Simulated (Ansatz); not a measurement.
# Mg on Mo(100): change of the work function, part 4 of 4

Wanted: Δφ(θ) for Mg/Mo(100), starting from the hollow site.

Ansatz 0.2.0; plane-wave DFT, PBE, Ansatz PAW.

So far, work function, upper face (eV): step 2 (the clean slab) 3.83; step 3 (37 atoms, coverage 0.111 ML, cell 3x3) 3.77; step 4 (17 atoms, coverage 0.25 ML, cell 2x2) 3.64.

### 5. Adsorbate added, k-mesh 6×6×1, coverage 0.5 ML

System of this step: Mg/Mo(100). The cell holds 18 atoms: 16 Mo and 2 Mg. Cell: a = 6.300 Å, b = 6.300 Å, c = 24.666 Å, α = 90.0°, β = 90.0°, γ = 90.0°. Vacuum lies along c.

Another coverage, to see how the dipoles act on each other as their distance changes.

File input.yaml:

```yaml
crystal:
  lattice:
    - [6.3, 0.0, 0.0]
    - [0.0, 6.3, 0.0]
    - [0.0, 0.0, 24.6655322503]
  atoms:
    - { symbol: Mo, position: [0.25, 0.25, 0.3648816457] }
    - { symbol: Mo, position: [0.0, 0.0, 0.4287359337] }
    - { symbol: Mo, position: [0.25, 0.25, 0.495305421] }
    - { symbol: Mo, position: [0.0, 0.0, 0.5513295289] }
    - { symbol: Mo, position: [0.25, 0.75, 0.3648816457] }
    - { symbol: Mo, position: [0.0, 0.5, 0.4287359337] }
    - { symbol: Mo, position: [0.25, 0.75, 0.495305421] }
    - { symbol: Mo, position: [0.0, 0.5, 0.5513295289] }
    - { symbol: Mo, position: [0.75, 0.25, 0.3648816457] }
    - { symbol: Mo, position: [0.5, 0.0, 0.4287359337] }
    - { symbol: Mo, position: [0.75, 0.25, 0.495305421] }
    - { symbol: Mo, position: [0.5, 0.0, 0.5513295289] }
    - { symbol: Mo, position: [0.75, 0.75, 0.3648816457] }
    - { symbol: Mo, position: [0.5, 0.5, 0.4287359337] }
    - { symbol: Mo, position: [0.75, 0.75, 0.495305421] }
    - { symbol: Mo, position: [0.5, 0.5, 0.5513295289] }
    - { symbol: Mg, position: [0.25, 0.25, 0.6351183543] }
    - { symbol: Mg, position: [0.75, 0.75, 0.6351183543] }
kpoints:
  mp_grid: { grid: [6, 6, 1] }
hamiltonian:
  xc: pbe
scf:
  occupations: { method: fermi_dirac, width: 0.1 }
  convergence: { dr2_threshold: 1.0e-08 }
efield:
  axis: 3
  dipole_correction: true
  ramp_position: 0.97
  ramp_width: 0.06
relax:
  f_tol: 0.02
  max_steps: 60
  constraints: [{ sites: [0, 1, 4, 5, 8, 9, 12, 13] }]
output:
  dos: { projected: true, e_range: [-8, 4] }
  write_potential: true
  write_density: true
  volumetric_format: npy
  elf: true
```

Run with:

```bash
$ ansatz run input.yaml --threads 4 --pin off --max-ram 16384MiB --backend cpu --events-out ev --progress --plain --runs-dir out
```

Numbers of over 12 decimals in the logs are rounded to 6 here.

What it wrote:

```text
[...]
Crystal: 18 atoms, lattice volume = 978.975 Å³
Basis set: ecut = 420 eV, 19167 PW (Γ), exchange–correlation on 90×90×360 points (8 copies of the dense FFT grid, shifted against one another)
Bands: 147, of which v1, the nominal top of the filled ones, is band 122 counted from 1 (121 counted from 0)
Symmetry: 16 space group operations
[...]
- { symbol: Mo, position: [0.750000, 0.750000, 0.3648816457] }
    - { symbol: Mo, position: [0.500000, 0.500000, 0.4287359337] }
    - { symbol: Mo, position: [0.750000, 0.750000, 0.494447] }
    - { symbol: Mo, position: [0.500000, 0.500000, 0.552259] }
    - { symbol: Mg, position: [0.250000, 0.250000, 0.627650] }
    - { symbol: Mg, position: [0.750000, 0.750000, 0.627650] }
[key lines of the parts left out:]
SCF converged after 8 iterations
Free energy (F): -83128.652752 eV
Fermi energy:    3.108162 eV
Dipole field:    D = 0.022030 V/Å  (p = 0.119183 e·Å, saw-weighted, corrected)
Work function:   Φ+ = 3.3205 eV   Φ− = 3.8638 eV
```

It took 3.5 min on 4 threads of Arm Neoverse V1, shared host; peak memory 3.5 GiB; 14 min of CPU time.

The steps of the relaxation:

```
step  energy less that of the first step (eV)  largest force component (eV/Å)
   1                                   0.0000                          0.6079
   2                                  -0.1234                          0.2419
   3                                  -0.1535                          0.1264
   4                                  -0.1578                          0.0084
```

The run keeps the 16 symmetry operations that it works with, so distortions that break them were not tested.

The atoms that moved most (Å):

```
atom     dx     dy      dz  length
Mg18  0.000  0.000  -0.184   0.184
Mg17  0.000  0.000  -0.184   0.184
 Mo4  0.000  0.000   0.023   0.023
 Mo8  0.000  0.000   0.023   0.023
Mo16  0.000  0.000   0.023   0.023
Mo12  0.000  0.000   0.023   0.023
 Mo3  0.000  0.000  -0.021   0.021
Mo15  0.000  0.000  -0.021   0.021
```

Final coordinates:

```xyz
18
Lattice="6.3000 0.0000 0.0000 0.0000 6.3000 0.0000 0.0000 0.0000 24.6655" Properties=species:S:1:pos:R:3
Mo    1.5750    1.5750    9.0000
Mo    0.0000    0.0000   10.5750
Mo    1.5750    1.5750   12.1958
Mo    0.0000    0.0000   13.6218
Mo    1.5750    4.7250    9.0000
Mo    0.0000    3.1500   10.5750
Mo    1.5750    4.7250   12.2068
Mo    0.0000    3.1500   13.6218
Mo    4.7250    1.5750    9.0000
Mo    3.1500    0.0000   10.5750
Mo    4.7250    1.5750   12.2068
Mo    3.1500    0.0000   13.6218
Mo    4.7250    4.7250    9.0000
Mo    3.1500    3.1500   10.5750
Mo    4.7250    4.7250   12.1958
Mo    3.1500    3.1500   13.6218
Mg    1.5750    1.5750   15.4813
Mg    4.7250    4.7250   15.4813
```

The density of states has structure finer than the step of the table below, so its rows give means over 0.5 eV, whole bins alone (the curve runs from -8 to 1.86 eV). Peaks (eV: height): -3.04: 51.1, -2.56: 45.6, -2.32: 46.3, -0.60: 47.5, -0.36: 48.2, -0.18: 44.4, 1.44: 45.1.

The density of states by energy, zero at the Fermi level; means over each step:

```
energy (eV)  density of states (states/eV a cell)
       -6.5                                     0
       -6.0                                 0.950
       -5.5                                  1.47
       -5.0                                  1.96
       -4.5                                  9.93
       -4.0                                  18.9
       -3.5                                  16.6
       -3.0                                  26.4
       -2.5                                  24.2
       -2.0                                  23.5
       -1.5                                  14.7
       -1.0                                  18.3
       -0.5                                  29.4
        0.0                                  24.3
        0.5                                  12.1
        1.0                                  21.4
        1.5                                  24.3
```

The relaxation took 4 steps and lowered the energy by 0.16 eV; the largest force on the free atoms ends at 0.0084 eV/Å.

The covered face has 3.32 eV, -0.51 eV against the clean one; the bare back face has moved by +0.00 eV, a measure of how thin the slab is.

### 6. The covered slab, k-mesh 12×12×1, coverage 1 ML

System of this step: Mg/Mo(100). The cell holds 5 atoms: 4 Mo and 1 Mg. Cell: a = 3.150 Å, b = 3.150 Å, c = 24.666 Å, α = 90.0°, β = 90.0°, γ = 90.0°. Vacuum lies along c.

Another coverage, to see how the dipoles act on each other as their distance changes.

input.yaml, the sections that differ from step 5:

```yaml
crystal:
  lattice:
    - [3.15, 0.0, 0.0]
    - [0.0, 3.15, 0.0]
    - [0.0, 0.0, 24.6655322503]
  atoms:
    - { symbol: Mo, position: [0.5, 0.5, 0.3648816457] }
    - { symbol: Mo, position: [0.0, 0.0, 0.4287359337] }
    - { symbol: Mo, position: [0.5, 0.5, 0.495305421] }
    - { symbol: Mo, position: [0.0, 0.0, 0.5513295289] }
    - { symbol: Mg, position: [0.5, 0.5, 0.6351183543] }
kpoints:
  mp_grid: { grid: [12, 12, 1] }
relax:
  f_tol: 0.02
  max_steps: 60
  constraints: [{ sites: [0, 1] }]
output:
  write_potential: true
  write_density: true
  volumetric_format: npy
# hamiltonian, scf, efield: as in step 5
```

What it wrote:

```text
[...]
Crystal: 5 atoms, lattice volume = 244.744 Å³
Basis set: ecut = 420 eV, 4811 PW (Γ), exchange–correlation on 48×48×360 points (8 copies of the dense FFT grid, shifted against one another)
Bands: 40, of which v1, the nominal top of the filled ones, is band 33 counted from 1 (32 counted from 0)
Symmetry: 8 space group operations
[...]
F+E_penalty+E_count = -21744.94285326 eV   max|allowed force component| = 1.912e-3 eV/Å
  atoms:
    - { symbol: Mo, position: [0.500000, 0.500000, 0.3648816457] }
    - { symbol: Mo, position: [0.0, 0.0, 0.4287359337] }
    - { symbol: Mo, position: [0.500000, 0.500000, 0.493968] }
    - { symbol: Mo, position: [2.7401404756792904e-18, 0, 0.553131] }
    - { symbol: Mg, position: [0.500000, 0.500000, 0.626262] }
[key lines of the parts left out:]
SCF converged after 6 iterations
Free energy (F): -21744.942853 eV
Fermi energy:    3.562710 eV
Dipole field:    D = 0.028750 V/Å  (p = 0.038885 e·Å, saw-weighted, corrected)
Work function:   Φ+ = 3.1496 eV   Φ− = 3.8587 eV
```

Elapsed: 28 s, on 4 threads; peak memory 0.63 GiB; 1.8 min of CPU time.

The steps of the relaxation:

```
step  energy less that of the first step (eV)  largest force component (eV/Å)
   1                                   0.0000                          1.2866
   2                                  -0.1096                          0.7004
   3                                  -0.1262                          0.1835
   4                                  -0.1293                          0.0206
   5                                  -0.1293                          0.0019
```

The run keeps the 8 symmetry operations that it works with, so distortions that break them were not tested.

The atoms that moved most (Å):

```
atom     dx     dy      dz  length
 Mg5  0.000  0.000  -0.218   0.218
 Mo4  0.000  0.000   0.044   0.044
 Mo3  0.000  0.000  -0.033   0.033
```

Final coordinates:

```cif
data_structure
_symmetry_space_group_name_H-M 'P 1'
_symmetry_Int_Tables_number 1
_cell_length_a 3.1500
_cell_length_b 3.1500
_cell_length_c 24.6655
_cell_angle_alpha 90.000
_cell_angle_beta 90.000
_cell_angle_gamma 90.000
_cell_volume 244.74
loop_
_atom_site_label
_atom_site_type_symbol
_atom_site_fract_x
_atom_site_fract_y
_atom_site_fract_z
_atom_site_occupancy
Mo1 Mo 0.50000 0.50000 0.36488 1
Mo2 Mo 0.00000 0.00000 0.42874 1
Mo3 Mo 0.50000 0.50000 0.49397 1
Mo4 Mo 0.00000 0.00000 0.55313 1
Mg5 Mg 0.50000 0.50000 0.62626 1
```

Running mean over 1.575 Å of the planar mean; the ramp of the sawtooth is left out. Table of electron's electrostatic potential energy less the Fermi level by z:

```
z (Å)  electron's electrostatic potential energy less the Fermi level (eV)
  3.5                                                                 3.86
  4.0                                                                 3.86
  4.5                                                                 3.86
  5.0                                                                 3.85
  5.5                                                                 3.83
  6.0                                                                 3.77
  6.5                                                                 3.61
  7.0                                                                 3.14
  7.5                                                                 1.63
  8.0                                                                -2.54
  8.5                                                                -8.12
  9.0                                                                -11.4
  9.5                                                                -12.1
 10.0                                                                -12.3
 10.5                                                                -12.4
 11.0                                                                -12.3
 11.5                                                                -12.3
 12.0                                                                -12.6
 12.5                                                                -13.3
 13.0                                                                -13.5
 13.5                                                                -12.5
 14.0                                                                -10.2
 14.5                                                                -7.28
 15.0                                                                -6.12
 15.5                                                                -5.64
 16.0                                                                -3.83
 16.5                                                               -0.277
 17.0                                                                 1.89
 17.5                                                                 2.69
 18.0                                                                 2.99
 18.5                                                                 3.10
 19.0                                                                 3.13
 19.5                                                                 3.14
 20.0                                                                 3.15
 20.5                                                                 3.15
 21.0                                                                 3.15
 21.5                                                                 3.15
```

The relaxation took 5 steps and lowered the energy by 0.13 eV; the largest force on the free atoms ends at 0.0019 eV/Å.

The covered face has 3.15 eV, -0.68 eV against the clean one; the bare back face has moved by -0.00 eV, a measure of how thin the slab is.

### 7. Work function against coverage

This step: plane-wave DFT, PBE, Ansatz PAW; work function against coverage (Ansatz 0.2.0).

The runs are now put side by side.

This step gave:

- work function of the clean face: 3.830 eV
- largest change of the work function: -0.6808 eV

Work function of the covered face against coverage:

```
coverage (adsorbates/nm²)  work function of the covered face (eV)
                     0.00                                    3.83
                     1.12                                    3.77
                     2.52                                    3.64
                     5.04                                    3.32
                    10.08                                    3.15
```

The dipole per adsorbate comes from the change of the cell's dipole. Coverage, by row:

```
coverage (1/nm²)  coverage (ML)  work function (eV)  change (eV)  dipole per adsorbate, positive end outwards (debye)  mean height of the added atoms over the highest substrate atom (Å)
            1.12         0.1111               3.768     -0.06281                                                0.157                                                               1.773
            2.52           0.25               3.644       -0.186                                                0.206                                                               1.744
           5.039            0.5                3.32      -0.5099                                                 0.27                                                                1.86
           10.08              1                3.15      -0.6808                                                0.179                                                               1.804
```

### 8. Outcome

| Quantity | Value |
| --- | --- |
| work function of the clean face | 3.83 eV |
| work function at 0.11 ML | 3.77 eV |
| work function at 0.25 ML | 3.64 eV |
| work function at 0.5 ML | 3.32 eV |
| work function at 1 ML | 3.15 eV |
| dipole per adsorbate at 0.11 ML, positive end outwards | 0.16 D |

In words: At the lowest coverage Mg changes the work function of Mo(100) by under 0.15 eV, within the error of so thin a slab; the largest change, -0.68 eV, comes at higher coverage. The slab has 4 layers, at the tabulated experimental lattice constant, one starting site was run, and quantum-size effects of a slab this thin can reach one or two tenths of an eV.

[Logs are printed without paths, hosts, clocks, repeated set-up lines and the standing remarks that a program may print on its own settings, such as how far it seeks lower states.]

[Hosts, paths, dates, database ids (printed as entryN), source tags and the programs' standing remarks are cut or masked in the printed files.]

[Maps of the electrostatic potential energy from Ansatz leave out the sawtooth potential of an applied field or a dipole correction, so their vacuum need not be flat; planar profiles and work functions include it.]

[The density of states shown here was stored with 400 of the rows of the run's finer table, so its peaks can read low, often by over a quarter, or be missed, and its means over a window can be off by a tenth or more.]
